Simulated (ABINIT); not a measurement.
Planning a run of ABINIT 10.8.3 on Ca2H6Os (Fm-3m). The input:

```
acell 3*1.0 Angstrom
rprim 
  0.000000000000 3.614821300000 3.614821300000
  3.614821300000 0.000000000000 3.614821300000
  3.614821300000 3.614821300000 0.000000000000
ntypat 3
znucl 20 1 76
natom 9
typat 1 1 2 2 2 2 2 2 3
xred 
  0.250000000000 0.250000000000 0.250000000000
  0.750000000000 0.750000000000 0.750000000000
  0.762819760000 0.237180240000 0.237180240000
  0.237180240000 0.762819760000 0.762819760000
  0.237180240000 0.762819760000 0.237180240000
  0.762819760000 0.237180240000 0.762819760000
  0.237180240000 0.237180240000 0.762819760000
  0.762819760000 0.762819760000 0.237180240000
  0.000000000000 0.000000000000 0.000000000000
pp_dirpath "pseudos"
pseudos "Ca.upf, H.upf, Os.upf"
ecut 33
nspinor 2
ngkpt 2 2 2
nshiftk 1
shiftk 0 0 0
kptopt 1
chksymbreak 0
iscf -2
irdden 1
istwfk *1
nband 146
nbdbuf 12
tolwfr 1e-09
nstep 60
prtvol 0
indata_prefix "in"
outdata_prefix "out"
tmpdata_prefix "tmp"
```

```sh
OMP_NUM_THREADS=1 mpirun -n 3 abinit run.abi > log
```

How long will it take on 3 MPI ranks of AMD EPYC 9R45 (Zen 5), shared host, and how much memory?

It took 47 s; on shared hardware allow 24 s to 95 s. Peak host memory was 0.41 GiB.

[Paths, hosts, dates, memory and timing lines, banners, echoed tables and standing remarks are left out of the program output.]

[Logs are printed without paths, hosts, clocks, repeated set-up lines and the standing remarks that a program may print on its own settings, such as how far it seeks lower states.]

[Runs of the session that timed out or met a known fault of the program may be left out.]

[Hosts, paths, dates, database ids (printed as entryN), source tags and the programs' standing remarks are cut or masked in the printed files.]

[G0W0 gaps are taken among the corrected bands and points alone; a level outside them can change the order at an edge.]

[Where Ansatz stands beside ABINIT at settings called matched, ABINIT's density can come from a denser mesh and the files from another edition; pairs whose starting gaps differed by over 0.03 eV were left out, so agreement reads better than it is.]
